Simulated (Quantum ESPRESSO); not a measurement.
# Magnetic state of MnS from several starts, part 2 of 2

Wanted: the moments of MnS and the energy of each order that was tried.

Quantum ESPRESSO 7.5; PBE with U = 5 eV on Mn d (ortho-atomic projectors); plane waves with GBRV 1.5 PBE potentials, no spin-orbit coupling.

So far: Set-up; Run 1 (ferro +).

The database entry behind the starting cell differs from later determinations by our own check (an axis about 0.2 % short against later determinations), so it need not match the best structure at ambient conditions.

### Step 3. Run 2, typed as antiferro q=(0,1/2,1/2) +−

This order needs a doubled cell of 4 atoms. The wavevector q is in fractions of the reciprocal vectors of the crystal's primitive cell, as the cells of these inputs are built from it; moments change sign between cells as cos(2π q·R).

pw.in reads:

```
&CONTROL
  calculation = 'scf'
  prefix = 'pwscf'
  outdir = './tmp'
  pseudo_dir = './pseudo'
  disk_io = 'nowf'
  tprnfor = .true.
  tstress = .true.
/
&SYSTEM
  ibrav = 0
  nat = 4
  ntyp = 3
  ecutwfc = 40
  ecutrho = 280
  nbnd = 30
  occupations = 'smearing'
  smearing = 'fd'
  degauss = 0.00734986
  nspin = 2
  starting_magnetization(1) = 0.3
  starting_magnetization(2) = -0.3
  starting_magnetization(3) = 0
/
&ELECTRONS
  conv_thr = 8d-09
  electron_maxstep = 150
  mixing_beta = 0.3
/
ATOMIC_SPECIES
Mn1    54.9380 mn_pbe_v1.5.uspp.F.UPF
Mn2    54.9380 mn_pbe_v1.5.uspp.F.UPF
S      32.0600 s_pbe_v1.4.uspp.F.UPF
CELL_PARAMETERS bohr
   0.0000000000    4.9217916916    4.9217916916
   9.8435833832    0.0000000000    9.8435833832
   9.8435833832    4.9217916916    4.9217916916
ATOMIC_POSITIONS crystal
Mn1     0.0000000000    0.0000000000    0.0000000000
Mn2     0.0000000000    0.5000000000    0.0000000000
S       0.5000000000    0.0000000000    0.5000000000
S       0.5000000000    0.5000000000    0.5000000000
K_POINTS automatic
8 4 8 0 0 0
HUBBARD {ortho-atomic}
U Mn1-3d 5.0000
U Mn2-3d 5.0000
```

Launch:

```sh
$ OMP_NUM_THREADS=1 mpirun -n 2 pw.x -nk 2 -in pw.in > pw.out
```

What it wrote:

```text
[banner, memory and clock lines left out]
Program PWSCF v.7.5 starts

     Message from routine setup:
     using ibrav=0 with symmetry is DISCOURAGED, use correct ibrav instead

     bravais-lattice index     =            0
     lattice parameter (alat)  =       6.9605  a.u.
     unit-cell volume          =     476.9026 (a.u.)^3
     number of atoms/cell      =            4
     number of atomic types    =            3
     number of electrons       =        42.00
     number of Kohn-Sham states=           30
     kinetic-energy cutoff     =      40.0000  Ry
     charge density cutoff     =     280.0000  Ry
     scf convergence threshold =      8.0E-09
     mixing beta               =       0.3000
     number of iterations used =            8  plain     mixing
     Exchange-correlation=  SLA  PW   PBX  PBC
                           (   1   4   3   4   0   0   0)
     Hubbard projectors: ortho-atomic
     Hubbard parameters of DFT+U (Dudarev formulation) in eV:
     U(Mn1-3d) =  5.0000
     U(Mn2-3d) =  5.0000

     Internal variables: lda_plus_u =T, lda_plus_u_kind = 0

     Internal variables: orbital_resolved =F, hub_pot_fix =F, apply_U = F

     celldm(1)=   6.960465  celldm(2)=   0.000000  celldm(3)=   0.000000
     celldm(4)=   0.000000  celldm(5)=   0.000000  celldm(6)=   0.000000

     crystal axes: (cart. coord. in units of alat)
               a(1) = (   0.000000   0.707107   0.707107 )
               a(2) = (   1.414214   0.000000   1.414214 )
               a(3) = (   1.414214   0.707107   0.707107 )

     reciprocal axes: (cart. coord. in units 2 pi/alat)
               b(1) = ( -0.707107  0.707107  0.707107 )
               b(2) = ( -0.000000 -0.707107  0.707107 )
               b(3) = (  0.707107  0.707107 -0.707107 )

     PseudoPot. # 1 for Mn read from file:
     mn_pbe_v1.5.uspp.F.UPF
     Pseudo is Ultrasoft + core correction, Zval = 15.0

     PseudoPot. # 2 for Mn read from file:
     mn_pbe_v1.5.uspp.F.UPF
     Pseudo is Ultrasoft + core correction, Zval = 15.0

     PseudoPot. # 3 for S  read from file:
     s_pbe_v1.4.uspp.F.UPF
     Pseudo is Ultrasoft + core correction, Zval =  6.0

     atomic species   valence    mass     pseudopotential
     Mn1              15.00    54.93800     Mn( 1.00)
     Mn2              15.00    54.93800     Mn( 1.00)
     S                 6.00    32.06000     S ( 1.00)

     Starting magnetic structure
     atomic species   magnetization
     Mn1             0.300
     Mn2            -0.300
     S               0.000

     16 Sym. Ops., with inversion, found

   Cartesian axes

     site n.     atom                  positions (alat units)
         1        Mn1    tau(   1) = (   0.0000000   0.0000000   0.0000000  )
         2        Mn2    tau(   2) = (   0.7071068   0.0000000   0.7071068  )
         3        S      tau(   3) = (   0.7071068   0.7071068   0.7071068  )
         4        S      tau(   4) = (   1.4142136   0.7071068   1.4142136  )

     number of k points=    39  Fermi-Dirac smearing, width (Ry)=  0.0073
                       cart. coord. in units 2pi/alat
        k(    1) = (   0.0000000   0.0000000   0.0000000), wk =   0.0039062
        k(    2) = (   0.0883883   0.0883883  -0.0883883), wk =   0.0312500
        k(    3) = (   0.1767767   0.1767767  -0.1767767), wk =   0.0312500
        k(    4) = (   0.2651650   0.2651650  -0.2651650), wk =   0.0312500
        k(    5) = (  -0.3535534  -0.3535534   0.3535534), wk =   0.0078125
        [... 34 further k-points ...]

     Dense  grid:    37729 G-vectors     FFT dimensions: (  40,  75,  72)

     Smooth grid:    16243 G-vectors     FFT dimensions: (  30,  60,  50)

     Check: negative core charge=   -0.000037
     Generating pointlists ...
     new r_m :   0.2917 (alat units)  2.0302 (a.u.) for type    1
     new r_m :   0.2917 (alat units)  2.0302 (a.u.) for type    2
     new r_m :   0.2917 (alat units)  2.0302 (a.u.) for type    3

     Initial potential from superposition of free atoms

     starting charge      40.9998, renormalised to      42.0000

     STARTING HUBBARD OCCUPATIONS:

     =================== HUBBARD OCCUPATIONS ===================
     ------------------------ ATOM    1 ------------------------
     Tr[ns(  1)] (up, down, total) =   5.00000  0.00000  5.00000
     Atomic magnetic moment for atom   1 =   5.00000
     [... lines left out ...]
     ------------------------ ATOM    2 ------------------------
     Tr[ns(  2)] (up, down, total) =   0.00000  5.00000  5.00000
     Atomic magnetic moment for atom   2 =  -5.00000
     [... lines left out ...]
     Number of occupied Hubbard levels =   10.0000

     Atomic wfc used for Hubbard projectors are orthogonalized

     Starting wfcs are   34 randomized atomic wfcs

     Self-consistent Calculation

     iteration #  1     ecut=    40.00 Ry     beta= 0.30
     Davidson diagonalization with overlap
     ethr =  1.00E-02,  avg # of iterations =  4.7

     =================== HUBBARD OCCUPATIONS ===================
     ------------------------ ATOM    1 ------------------------
     Tr[ns(  1)] (up, down, total) =   4.87592  0.13452  5.01044
     Atomic magnetic moment for atom   1 =   4.74139
     [... lines left out ...]
     ------------------------ ATOM    2 ------------------------
     Tr[ns(  2)] (up, down, total) =   0.13448  4.87603  5.01052
     Atomic magnetic moment for atom   2 =  -4.74155
     [... lines left out ...]
     Number of occupied Hubbard levels =   10.0210

     total energy              =    -470.46793803 Ry
     estimated scf accuracy    <       0.93507104 Ry

     total magnetization       =    -0.00 Bohr mag/cell
     absolute magnetization    =     9.69 Bohr mag/cell

     iteration #  2     ecut=    40.00 Ry     beta= 0.30
     Davidson diagonalization with overlap
     ethr =  2.23E-03,  avg # of iterations =  2.1

     total energy              =    -470.60930186 Ry
     estimated scf accuracy    <       0.06222617 Ry

     total magnetization       =    -0.00 Bohr mag/cell
     absolute magnetization    =     9.76 Bohr mag/cell

     [... further iterations left out ...]

     iteration # 11     ecut=    40.00 Ry     beta= 0.30
     Davidson diagonalization with overlap
     ethr =  4.28E-10,  avg # of iterations =  3.2

     negative rho (up, down):  3.110E-04 4.702E-04

     total energy              =    -470.63554414 Ry
     estimated scf accuracy    <       0.00000001 Ry

     total magnetization       =     0.00 Bohr mag/cell
     absolute magnetization    =     9.78 Bohr mag/cell

     iteration # 12     ecut=    40.00 Ry     beta= 0.30
     Davidson diagonalization with overlap
     ethr =  3.36E-11,  avg # of iterations =  4.2

     negative rho (up, down):  3.109E-04 4.701E-04

     Magnetic moment per site  (integrated on atomic sphere of radius R)
     atom   1 (R=0.292)  charge= 13.1311  magn=  4.5146
     atom   2 (R=0.292)  charge= 13.1311  magn= -4.5146
     atom   3 (R=0.292)  charge=  4.7306  magn= -0.0300
     atom   4 (R=0.292)  charge=  4.7306  magn=  0.0300

     End of self-consistent calculation

     =================== HUBBARD OCCUPATIONS ===================
     ------------------------ ATOM    1 ------------------------
     Tr[ns(  1)] (up, down, total) =   4.97232  0.24181  5.21413
     Atomic magnetic moment for atom   1 =   4.73050
     [... lines left out ...]
     ------------------------ ATOM    2 ------------------------
     Tr[ns(  2)] (up, down, total) =   0.24182  4.97232  5.21413
     Atomic magnetic moment for atom   2 =  -4.73050
     [... lines left out ...]
     Number of occupied Hubbard levels =   10.4283

     [... lines left out ...]
     the Fermi energy is    10.6172 ev

!    total energy              =    -470.63554416 Ry
     estimated scf accuracy    <          2.4E-10 Ry
     smearing contrib. (-TS)   =      -0.00002007 Ry
     internal energy E=F+TS    =    -470.63552408 Ry

     The total energy is F=E-TS. E is the sum of the following terms:
     one-electron contribution =    -264.82101905 Ry
     hartree contribution      =     147.62274094 Ry
     xc contribution           =     -70.54307093 Ry
     ewald contribution        =    -282.98656422 Ry
     Hubbard energy            =       0.09238918 Ry

     total magnetization       =    -0.00 Bohr mag/cell
     absolute magnetization    =     9.78 Bohr mag/cell

     convergence has been achieved in  12 iterations

     negative rho (up, down):  3.109E-04 4.701E-04

     Forces acting on atoms (cartesian axes, Ry/au):

     atom    1 type  1   force =    -0.00000000   -0.00000000    0.00000000
     atom    2 type  2   force =     0.00000000    0.00000000   -0.00000000
     atom    3 type  3   force =     0.00000000    0.00000000   -0.00000000
     atom    4 type  3   force =     0.00000000    0.00000000    0.00000000

     Total force =     0.000000     Total SCF correction =     0.000000

     Computing stress (Cartesian axis) and pressure

     negative rho (up, down):  3.109E-04 4.701E-04
          total   stress  (Ry/bohr**3)                   (kbar)     P=       53.06
   0.00036099  -0.00000000   0.00000000           53.10       -0.00        0.00
   0.00000000   0.00036057  -0.00000000            0.00       53.04       -0.00
   0.00000000  -0.00000000   0.00036057            0.00       -0.00       53.04
```

It took 1.9 min on 2 MPI ranks of Arm Neoverse V1, shared host; peak memory 0.39 GiB.

Spin moment in the atom's sphere by atom:

| atom | spin moment in the atom's sphere (μB) |
| --- | --- |
| Mn1 | 4.51 |
| Mn2 | -4.51 |
| S3 | -0.03 |
| S4 | 0.03 |

Read from the output:

* smearing term TS: 2.73e-4 eV
* pressure: 5.306 GPa
* magnetization: 0 μB
* absolute magnetization: 9.781 μB
* final state: antiferromagnetic

### Step 4. Run 3, typed as antiferro q=(0,0,1/2) +−

This order needs a doubled cell of 4 atoms.

Edit pw.in of step 3 so:

```diff
@@ -35,11 +35,11 @@
    0.0000000000    4.9217916916    4.9217916916
-   9.8435833832    0.0000000000    9.8435833832
-   9.8435833832    4.9217916916    4.9217916916
+   4.9217916916    0.0000000000    4.9217916916
+   9.8435833832    9.8435833832    0.0000000000
 ATOMIC_POSITIONS crystal
 Mn1     0.0000000000    0.0000000000    0.0000000000
-Mn2     0.0000000000    0.5000000000    0.0000000000
-S       0.5000000000    0.0000000000    0.5000000000
-S       0.5000000000    0.5000000000    0.5000000000
+Mn2     0.0000000000    0.0000000000    0.5000000000
+S       0.5000000000    0.5000000000    0.2500000000
+S       0.5000000000    0.5000000000    0.7500000000
 K_POINTS automatic
-8 4 8 0 0 0
+8 8 4 0 0 0
 HUBBARD {ortho-atomic}
```

What it wrote:

```text
     [... lines left out ...]
Program PWSCF v.7.5 starts
     [... lines left out ...]
     number of atoms/cell      =            4
     [... lines left out ...]
     number of electrons       =        42.00
     number of Kohn-Sham states=           30
     kinetic-energy cutoff     =      40.0000  Ry
     charge density cutoff     =     280.0000  Ry
     scf convergence threshold =      8.0E-09
     [... lines left out ...]
     12 Sym. Ops., with inversion, found
     [... lines left out ...]
     number of k points=    35  Fermi-Dirac smearing, width (Ry)=  0.0073
     [... lines left out ...]
     iteration # 12     ecut=    40.00 Ry     beta= 0.30
     [... lines left out ...]
     Magnetic moment per site  (integrated on atomic sphere of radius R)
     atom   1 (R=0.292)  charge= 13.1394  magn=  4.4650
     atom   2 (R=0.292)  charge= 13.1395  magn= -4.4650
     atom   3 (R=0.292)  charge=  4.7270  magn=  0.0000
     atom   4 (R=0.292)  charge=  4.7270  magn=  0.0000
     [... lines left out ...]
     Tr[ns(  1)] (up, down, total) =   4.97139  0.26714  5.23853
     [... lines left out ...]
     Tr[ns(  2)] (up, down, total) =   0.26714  4.97139  5.23853
     [... lines left out ...]
     the Fermi energy is    10.6080 ev
!    total energy              =    -470.63899046 Ry
     estimated scf accuracy    <          6.4E-10 Ry
     smearing contrib. (-TS)   =      -0.00000006 Ry
     [... lines left out ...]
     total magnetization       =     0.00 Bohr mag/cell
     absolute magnetization    =     9.56 Bohr mag/cell
     convergence has been achieved in  12 iterations
     [... lines left out ...]
     Total force =     0.000007     Total SCF correction =     0.000007
     [... lines left out ...]
          total   stress  (Ry/bohr**3)                   (kbar)     P=       44.64
     [... lines left out ...]
```

Elapsed: 78 s, on 2 MPI ranks; peak memory 0.35 GiB; 2.6 min of CPU time.

Spin moment in the atom's sphere by atom:

| atom | spin moment in the atom's sphere (μB) |
| --- | --- |
| Mn1 | 4.46 |
| Mn2 | -4.46 |
| S3 | 0.00 |
| S4 | 0.00 |

Read from the output:

```
smearing term TS       : 8.58e-7 eV
pressure               : 4.464 GPa
magnetization          : 0 μB
absolute magnetization : 9.56 μB
final state            : antiferromagnetic
```

### Step 5. Run 4 (no spin polarisation)

pw.in reads:

```
&CONTROL
  calculation = 'scf'
  prefix = 'pwscf'
  outdir = './tmp'
  pseudo_dir = './pseudo'
  disk_io = 'nowf'
  tprnfor = .true.
  tstress = .true.
/
&SYSTEM
  ibrav = 0
  nat = 2
  ntyp = 2
  ecutwfc = 40
  ecutrho = 280
  nbnd = 17
  occupations = 'smearing'
  smearing = 'fd'
  degauss = 0.00734986
/
&ELECTRONS
  conv_thr = 4d-09
  electron_maxstep = 150
  mixing_beta = 0.3
/
ATOMIC_SPECIES
Mn     54.9380 mn_pbe_v1.5.uspp.F.UPF
S      32.0600 s_pbe_v1.4.uspp.F.UPF
CELL_PARAMETERS bohr
   0.0000000000    4.9217916916    4.9217916916
   4.9217916916    0.0000000000    4.9217916916
   4.9217916916    4.9217916916    0.0000000000
ATOMIC_POSITIONS crystal
Mn      0.0000000000    0.0000000000    0.0000000000
S       0.5000000000    0.5000000000    0.5000000000
K_POINTS automatic
8 8 8 0 0 0
HUBBARD {ortho-atomic}
U Mn-3d 5.0000
```

What it wrote:

```text
     [... lines left out ...]
Program PWSCF v.7.5 starts
     [... lines left out ...]
     number of atoms/cell      =            2
     [... lines left out ...]
     number of electrons       =        21.00
     number of Kohn-Sham states=           17
     kinetic-energy cutoff     =      40.0000  Ry
     charge density cutoff     =     280.0000  Ry
     scf convergence threshold =      4.0E-09
     [... lines left out ...]
     48 Sym. Ops., with inversion, found
     [... lines left out ...]
     number of k points=    29  Fermi-Dirac smearing, width (Ry)=  0.0073
     [... lines left out ...]
     iteration # 18     ecut=    40.00 Ry     beta= 0.30
     [... lines left out ...]
     Tr[ns(  1)] =   5.69816
     [... lines left out ...]
     the Fermi energy is     8.2982 ev
!    total energy              =    -234.94868882 Ry
     estimated scf accuracy    <          2.4E-09 Ry
     smearing contrib. (-TS)   =      -0.01221676 Ry
     [... lines left out ...]
     convergence has been achieved in  18 iterations
     [... lines left out ...]
     Total force =     0.000000     Total SCF correction =     0.000000
     [... lines left out ...]
          total   stress  (Ry/bohr**3)                   (kbar)     P=     -123.70
     [... lines left out ...]
```

It took 11 s on 2 MPI ranks; peak memory 0.18 GiB.

Read from the output:

```yaml
smearing_term_ts: 0.1662 eV
pressure: -12.37 GPa
final_state: non-magnetic (no spin polarisation)
```

### Step 6. An input with a fault

One input was spoiled on purpose, to see how the program answers.

pw.in reads:

```
&CONTROL
  calculation = 'scf'
  prefix = 'pwscf'
  outdir = './tmp'
  pseudo_dir = './pseudo'
  disk_io = 'nowf'
  tprnfor = .true.
  tstress = .true.
/
&SYSTEM
  ibrav = 0
  nat = 2
  ntyp = 2
  ecutwfc = 40
  ecutrho = 280
  nbnd = 19
  occupations = 'smearing'
  smearing = 'fd'
  degaus = 0.00734986
  nspin = 2
  starting_magnetization(1) = 0.3
  starting_magnetization(2) = 0
/
&ELECTRONS
  conv_thr = 4d-09
  electron_maxstep = 60
  mixing_beta = 0.3
/
ATOMIC_SPECIES
Mn     54.9380 mn_pbe_v1.5.uspp.F.UPF
S      32.0600 s_pbe_v1.4.uspp.F.UPF
CELL_PARAMETERS angstrom
   0.0000000000    2.6045000000    2.6045000000
   2.6045000000    0.0000000000    2.6045000000
   2.6045000000    2.6045000000    0.0000000000
ATOMIC_POSITIONS crystal
Mn      0.0000000000    0.0000000000    0.0000000000
S       0.5000000000    0.5000000000    0.5000000000
K_POINTS automatic
8 8 8 0 0 0
HUBBARD {ortho-atomic}
U Mn-3d 5.0000
```

What it wrote:

```text
     [... lines left out ...]
Program PWSCF v.7.5 starts
     Error in routine  read_namelists (1):
      bad line in namelist &system: "  degaus = 0.00734986" (error could be in the previous line)
 %%%%%%%%%%%%%%%%%%%%%%%%%%%%%%%%%%%%%%%%%%%%%%%%%%%%%%%%%%%%%%%%%%%%%%%%%%%%%%
     stopping ...
```

It took 0.5 s on 2 MPI ranks; peak memory 0.05 GiB.

The input was rejected at the start.

The program's message: “read_namelists (1): bad line in namelist &system: " degaus = 0.00734986" (error could be in the previous line)”

A key was misspelt on purpose.

### Step 7. Energies of the orders

An order is kept where moments of 0.15 μB or more survive with the typed signs; meshes match where a doubled cell samples the same k points as the first cell.

Orders:

| start | final state | typed order kept | energy over the lowest (meV a seeded atom) | largest site moment (μB) | net moment (μB a cell of the first run) | mesh matched | CPU time (s) |
| --- | --- | --- | --- | --- | --- | --- | --- |
| ferro + | ferromagnetic | yes | 40.11 | 4.533 | 5 | yes | 30.67 |
| antiferro q=(0,1/2,1/2) +- | antiferromagnetic | yes | 23.44 | 4.515 | 0 | yes | 229.4 |
| antiferro q=(0,0,1/2) +- | antiferromagnetic | yes | 0 | 4.465 | 0 | yes | 155.4 |
| no spin polarisation | non-magnetic | - | 5045 | 0 | 0 | yes | 22.36 |

### Step 8. A Heisenberg model

E = −Σ J e·e over ordered pairs of unit vectors, so each pair counts twice. As many shells are taken as there are differences of energy, so the couplings are solved for and no residual tests the model; further shells are folded in, and shells whose pairs keep their relative signs in all orders cancel and are not probed. Couplings from the energies:

| pair | distance (Å) | neighbours an atom | J (meV) |
| --- | --- | --- | --- |
| Mn-Mn | 3.683 | 12 | -1.042 |
| Mn-Mn | 5.209 | 6 | -2.301 |

### Step 9. Occupations of the corrected shells in the lowest state

Occupations of the Hubbard shells:

| block | type | shell | spin | electrons | occupation numbers |
| --- | --- | --- | --- | --- | --- |
| 1 | Mn1 | 3d | up | 4.971 | 0.991 0.991 0.996 0.996 0.996 |
| 1 | Mn1 | 3d | down | 0.2671 | 0.020 0.020 0.020 0.104 0.104 |
| 2 | Mn2 | 3d | up | 0.2671 | 0.020 0.020 0.020 0.104 0.104 |
| 2 | Mn2 | 3d | down | 4.971 | 0.991 0.991 0.996 0.996 0.996 |

### Step 10. Summary of results

| Property | Result |
| --- | --- |
| lowest state found | antiferromagnetic (from antiferro q=(0,0,1/2) +-) |
| largest site moment | 4.46 μB |
| next state with moments | antiferromagnetic, 23.4 meV a seeded atom higher |
| state without moments (under the same U) | 5045 meV a seeded atom higher |
| J of the weightiest shell (Mn-Mn, 5.21 Å; E = −Σ J e·e, ordered pairs) | -2.30 meV |

What this shows: Under a U the spinless run pays the Hubbard penalty of a partly filled shell, so its energy overstates what forming the moments gains. The largest moment changes by 1.5 % between the kept orders, as for well localised moments. Only these 4 starts were compared; other wavevectors, canted and longer-period orders were not. Energies are free energies at an electronic temperature of 1160 K, which lowers moments and differences where the moments are itinerant.

[Logs and program files are shortened in this print: banners, set-up blocks, solver, clock and traceback lines can be left out without a mark of their own.]

[Logs are printed without paths, hosts, clocks, repeated set-up lines and the standing remarks that a program may print on its own settings, such as how far it seeks lower states.]

[Hosts, paths, dates, database ids (printed as entryN), source tags and the programs' standing remarks are cut or masked in the printed files.]

[Where a cell is said to come from a database of computed structures, the database is the Materials Project.]
